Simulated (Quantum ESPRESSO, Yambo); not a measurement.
# A GW chain in Yambo: BiOBr (P4/nmm), part 3 of 3

Aim: the G0W0 gap of BiOBr (P4/nmm) on PBEsol with spin-orbit coupling, step by step.

Quantum ESPRESSO 7.5 and Yambo 5.3.0; PBEsol and many-body steps on it, plane waves. Known limits of the many-body steps: not at the basis limit; coarse k mesh.

So far. Step 3 (Bands along the symmetry lines): The gap is 1.771 eV, −0.064 eV from the run before at this level. Step 4 (Empty states on the mesh, 4×4×2 mesh, 260 bands): On this mesh the gap is 1.907 eV. The earlier step found 1.835 eV, so this mesh misses an edge.

The database entry behind the starting cell differs from later determinations by our own check (0.1 to 0.3 % short, probably kX units), so it need not match the best structure at ambient conditions.

## Step 6: Screening and self-energy, 4×4×2 mesh, 260 bands, screening to 88.4 eV

Now the one-shot GW correction: screening in the RPA, then the self-energy of the levels asked for.

This step: G0W0 on PBEsol with spin-orbit coupling, plane waves, norm-conserving pseudopotentials.

gw1.in reads:

```
HF_and_locXC
gw0
dyson
ppa
em1d
rim_cut
RandQpts= 1000000
RandGvec= 1 RL
EXXRLvcs= 76 Ry
VXCRLvcs= 304 Ry
Chimod= "HARTREE"
% BndsRnXp
 1 | 260 |
%
NGsBlkXp= 6.5 Ry
% LongDrXp
 1 | 1 | 1 |
%
% GbndRnge
 1 | 260 |
%
DysSolver= "n"
ExtendOut
PPAPntXp= 27.21138 eV
% QPkrange
 6 | 6 | 89 | 96 |
 2 | 2 | 89 | 96 |
 1 | 1 | 89 | 96 |
%
```

Run with:

```console
> OMP_NUM_THREADS=4 mpirun -n 4 yambo -F gw1.in -J gw1 -C gw1 > gw1.log
```

The program printed:

```text
 Yambo, version 5.3.0

 [02] CORE Variables Setup
 =========================

  [... cell, symmetries and grids as in the set-up ...]

  [02.05] Energies & Occupations
  ==============================

  [X] === General ===
  [X] Electronic Temperature                        :  0.000000  0.000000 [eV K]
  [X] Bosonic    Temperature                        :  0.000000  0.000000 [eV K]
  [X] Finite Temperature mode                       : no
  [X] El. density                                   :  0.74277E+24 [cm-3]
  [X] Fermi Level                                   :  9.563776 [eV]

  [X] === Gaps and Widths ===
  [X] Conduction Band Min                           :  1.907092 [eV]
  [X] Valence Band Max                              :  0.000000 [eV]
  [X] Filled Bands                                  :   92
  [X] Empty Bands                                   :   93  260
  [X] Direct Gap                                    :  1.908719 [eV]
  [X] Direct Gap localized at k                     :  2
  [X] Indirect Gap                                  :  1.907092 [eV]
  [X] Indirect Gap between kpts                     :   6   2
  [X] Last valence band width                       :  1.039323 [eV]
  [X] 1st conduction band width                     :  1.621804 [eV]

 [03] Transferred momenta grid and indexing
 ==========================================

 IBZ Q-points                                      :  12
 BZ  Q-points                                      :   32

 K/Q-points units:
 rlu = crystal or reduced units; cc = cartesian coordinates; iku = interal k-units

 Q [ 1]         [rlu]:  0.000000  0.000000  0.000000
 Q [ 2]         [rlu]:  0.000000  0.000000 -0.500000
 Q [ 3]         [rlu]:  0.000000  0.250000  0.000000
 Q [ 4]         [rlu]:  0.000000  0.250000 -0.500000
 Q [ 5]         [rlu]:  0.000000 -0.500000  0.000000
 Q [ 6]         [rlu]:  0.000000 -0.500000 -0.500000
 Q [ 7]         [rlu]:  0.250000  0.250000  0.000000
 Q [ 8]         [rlu]:  0.250000  0.250000 -0.500000
 Q [ 9]         [rlu]:  0.250000 -0.500000  0.000000
 Q [10]         [rlu]:  0.250000 -0.500000 -0.500000
 Q [11]         [rlu]: -0.500000 -0.500000  0.000000
 Q [12]         [rlu]: -0.500000 -0.500000 -0.500000

 [04] Coloumb potential Random Integration (RIM)
 ===============================================

  [04.01] RIM initialization
  ==========================

  * Diagonal components only detected *

  8 x (sBL volume)        :  0.074190 [a.u.]
  sBZ random points       :  1000000
  Points outside the sBZ  :   7992674
  RL volume               :  0.296761 [a.u.]
  Integrated volume       :  0.297034 [a.u.]

  [04.02] RIM integrals
  =====================

  Gamma point sphere radius             :  0.076220 [a.u.]
  Points outside the sphere             :   799854
  [Int_sBZ(q=0) 1/q^2]*(Vol_sBZ)^(-1/3) =:  7.677820
                                 should be <:  7.795600

  Summary of Coulomb integrals for non-metallic bands |Q|[au] RIM/Bare

  Q [1] 0.100000E-4 0.984892 * Q [2] 0.205826 1.039738
  Q [3] 0.212265 1.055944 * Q [4] 0.295670 1.048372
  Q [7] 0.300188 1.052397 * Q [8] 0.363974 1.035934
  Q [5] 0.424530 1.021008 * Q [6] 0.471795 1.018539
  Q [9] 0.474639 1.018885 * Q [10] 0.517346 1.016385
  Q [11] 0.600376 1.012713 * Q [12] 0.634678 1.011433

 [05] Dipoles
 ============

  [05.01] Setup: observables and procedures
  =========================================

  [WARNING] [x,Vnl] slows the Dipoles computation. To neglect it rename the ns.kb_pp file

 [06] Dynamic Dielectric Matrix (PPA)
 ====================================

 [WR./gw1//ndb.pp]---------------------------------------------------------------
  Brillouin Zone Q/K grids (IBZ/BZ)                :   12   32   12   32
  RL vectors                                       :  11473 [WF]
  Coulomb cutoff potential                         : none
  Electronic Temperature                           :  0.000000 [K]
  Bosonic    Temperature                           :  0.000000 [K]
  PPA    diel. fun.  energies                      : Perdew, Burke & Ernzerhof SOL(X)+Perdew, Burke & Ernzerhof SOL(C)
  wavefunctions                                    : Perdew, Burke & Ernzerhof SOL(X)+Perdew, Burke & Ernzerhof SOL(C)
  Global Gauge                                     : length
  X matrix size                                    :  205
  X band range                                     :    1  260
  X e/h energy range                               : -1.000000 -1.000000 [eV]
  X Time ordering                                  : R
  X Hxc Kernel                                     : HARTREE
  X Drude frequency                                :  0.000000  0.000000
  X poles                                          :  100.0000 [o/o]
  RL vectors in the sum                            :  11473
  [r,Vnl] included                                 : yes
  Field direction                                  :  0.577350E-5  0.577350E-5  0.577350E-5
  BZ energy Double Grid                            : no
  BZ energy DbGd points                            : 0
  BZ Q point size factor                           : -1.000000
  X Optical Averaged directions                    : none

 [07] Local Exchange-Correlation + Non-Local Fock
 ================================================

 [VXC] Plane waves :   74789
 [EXS] Plane waves :   9415

 QP @ state[ 1 ] K range:  1  2
 QP @ state[ 1 ] b range:   89   96
 QP @ state[ 2 ] K range:   6   6
 QP @ state[ 2 ] b range:   89   96

 [xc] Functional : Perdew, Burke & Ernzerhof SOL(X)+Perdew, Burke & Ernzerhof SOL(C)
 [xc] LIBXC used to calculate xc functional
  PP Number of Atomic Species                      :  3
  NLCC RL compoments                               :   74789
  PP Number of Atomic Species                      :  3
  NLCC RL compoments                               :   74789

 [xc] E_xc :  -65.21219 [Ha]
      E_xc :  -130.4244 [Ry]

  Local XC kind (lXC) : Perdew, Burke & Ernzerhof SOL(X)+Perdew, Burke & Ernzerhof SOL(C)
  Non-Local XC kind (nlXC) : Hartree-Fock

  Corrections @ K [1] :  [eV]
 <89|nlXC|89> = -18.98415 -0.76676E-17 <89|lXC|89> = -14.63400 -0.11478E-16
 <90|nlXC|90> = -18.98415 -0.12706E-16 <90|lXC|90> = -14.63400  0.51399E-17
 <91|nlXC|91> = -18.33594  0.25379E-17 <91|lXC|91> = -14.34360 -0.47204E-16
 <92|nlXC|92> = -18.33594 -0.40855E-17 <92|lXC|92> = -14.34360  0.000000
 <93|nlXC|93> = -9.870051 -0.20203E-17 <93|lXC|93> = -13.59691  0.000000
 <94|nlXC|94> = -9.870051 -0.84772E-18 <94|lXC|94> = -13.59691  0.37763E-15
 <95|nlXC|95> = -11.50240  0.67218E-18 <95|lXC|95> = -14.59448  0.37763E-15
 <96|nlXC|96> = -11.50240  0.20353E-18 <96|lXC|96> = -14.59448  0.000000

  Corrections @ K [2] :  [eV]
 <89|nlXC|89> = -19.61673  0.57873E-17 <89|lXC|89> = -15.12040  0.90755E-17
 <90|nlXC|90> = -19.61673  0.32127E-17 <90|lXC|90> = -15.12040 -0.15512E-16
[...]
Corrections @ K [6] :  [eV]
[...]
<92|nlXC|92> = -20.18375  0.14974E-17 <92|lXC|92> = -16.33687 -0.11801E-16
 <93|nlXC|93> = -11.43699  0.16080E-17 <93|lXC|93> = -15.21755  0.23602E-16
 <94|nlXC|94> = -11.43734 -0.19505E-17 <94|lXC|94> = -15.21755 -0.47204E-16
 <95|nlXC|95> = -11.43708 -0.76419E-19 <95|lXC|95> = -15.21755 -0.64906E-16
 <96|nlXC|96> = -11.43725 -0.93759E-18 <96|lXC|96> = -15.21756  0.18882E-15

 [08] Dyson equation: Newton solver
 ==================================

  [08.01] G0W0 (W PPA)
  ====================

  [  GW  ] Bands range     :    1  260
  [GW/PPA] G damping       :  0.100000 [eV]

  QP @ state[ 1 ] K range:  1  2
  QP @ state[ 1 ] b range:   89   96
  QP @ state[ 2 ] K range:   6   6
  QP @ state[ 2 ] b range:   89   96

   Sc/G bands                                       :    1  260
   Sc/G damping                                     :  0.100000 ev
   Sc bands terminator                              : no
   Sx RL components                                 :   9415

   QP @ state[ 1 ] K range                          :  1  2
   QP @ state[ 1 ] b range                          :   89   96
   QP @ state[ 2 ] K range                          :   6   6
   QP @ state[ 2 ] b range                          :   89   96
   GF energies kind                                 : Perdew, Burke & Ernzerhof SOL(X)+Perdew, Burke & Ernzerhof SOL(C)
   GF WF`s kind                                     : Perdew, Burke & Ernzerhof SOL(X)+Perdew, Burke & Ernzerhof SOL(C)
   Xs energies kind                                 : Perdew, Burke & Ernzerhof SOL(X)+Perdew, Burke & Ernzerhof SOL(C)
   Xs WF`s kind                                     : Perdew, Burke & Ernzerhof SOL(X)+Perdew, Burke & Ernzerhof SOL(C)

 [11] Game Over & Game summary
```

Run time: 7.1 min. Hardware: 4 MPI ranks of Arm Neoverse V2, shared host; peak memory 14 GiB; 79 min of CPU time.

Numbers from this step:

```
G0W0 gap on the points computed              : 3.296 eV
starting gap on the mesh                     : 1.907 eV
k of the valence top                         : 0, -0.5, -0.5
k of the conduction bottom                   : 0, 0, -0.5
least direct G0W0 gap on the computed points : 3.740 eV
Z at the valence top                         : 0.7981
Z at the conduction bottom                   : 0.8264
```

The gap on the mesh goes from 1.91 eV to 3.30 eV, a correction of +1.39 eV. The start differs from the 1.83 eV found before because the two sample other k points.

Limits: finite bands, cutoff and mesh; coarse k mesh. v1 is the top filled band, c1 the lowest empty one. The levels before and after the correction (eV, zero at the valence-band top of each column):

```
           conduction bottom  valence top
Kohn-Sham               1.91         0.00
     G0W0               3.30         0.00
```

```csv
,level,energy (eV)
Kohn-Sham,(0 0 -0.5) v3,-0.245
Kohn-Sham,(0 0 -0.5) v2-v1,-0.002
Kohn-Sham,(0 0 -0.5) c1-c2,1.907
Kohn-Sham,(0 0 -0.5) c3,1.984
Kohn-Sham,(0 -0.5 -0.5) v3-v1,0.000
Kohn-Sham,(0 -0.5 -0.5) c1-c3,3.405
G0W0,(0 0 -0.5) v3,-0.709
G0W0,(0 0 -0.5) v2-v1,-0.443
G0W0,(0 0 -0.5) c1-c2,3.296
G0W0,(0 0 -0.5) c3,3.503
G0W0,(0 -0.5 -0.5) v3-v1,0.000
G0W0,(0 -0.5 -0.5) c1-c3,5.102
```

## Step 7: Where the time went

Times are wall times on the hardware named with each run, good to a factor of about two.

```
                          step     time  share  memory (GiB)
                  ground state  2.5 min   20 %           3.6
bands along the symmetry lines     89 s   12 %           4.1
      empty states on the mesh     83 s   11 %           2.7
         conversion and set-up    4.9 s    1 %          0.25
     screening and self-energy  7.1 min   57 %            14
```

## Step 8: What came out

```yaml
pbesol_gap: 1.77 eV, indirect
g0w0_gap_on_the_mesh: 3.30 eV
g0w0_gap_over_the_zone_rigid_shift: 3.16 eV
gw_settings: 4×4×2 mesh, 260 bands, screening to 88.4 eV, Godby-Needs plasmon pole
known_limits: not at the basis limit; coarse k mesh
```

What this shows: G0W0 moves the gap on the mesh from 1.91 eV to 3.30 eV (+1.39 eV), with Z of 0.80 and 0.83 at the edges. The mesh misses the band edges by 0.14 eV in all; a rigid shift gives 3.16 eV for the zone. Only 3 of the mesh's irreducible points were corrected, so a valley elsewhere could overtake. The dearest step here is «screening and self-energy». Bands and cutoff are finite, so the gap is not at the basis limit. The miss can reach some tenths of an eV and take either sign; the mesh is an error of its own. In the G0W0 run levels were corrected at 3 k points alone, so a gap called «on the mesh» is the least over those, and an edge elsewhere would be missed. A denser mesh or path gives a starting gap of 1.77 eV: the GW mesh misses a band edge, so its gaps are not the fundamental one. The 4×4×2 mesh is coarse for this cell, which bears on the long-range parts of exchange and screening.

[Paths, hosts, dates, memory and timing lines, banners, echoed tables and standing remarks are left out of the program output.]

[Logs are printed without paths, hosts, clocks, repeated set-up lines and the standing remarks that a program may print on its own settings, such as how far it seeks lower states.]

[Runs of the session that timed out or met a known fault of the program may be left out.]

[Hosts, paths, dates, database ids (printed as entryN), source tags and the programs' standing remarks are cut or masked in the printed files.]
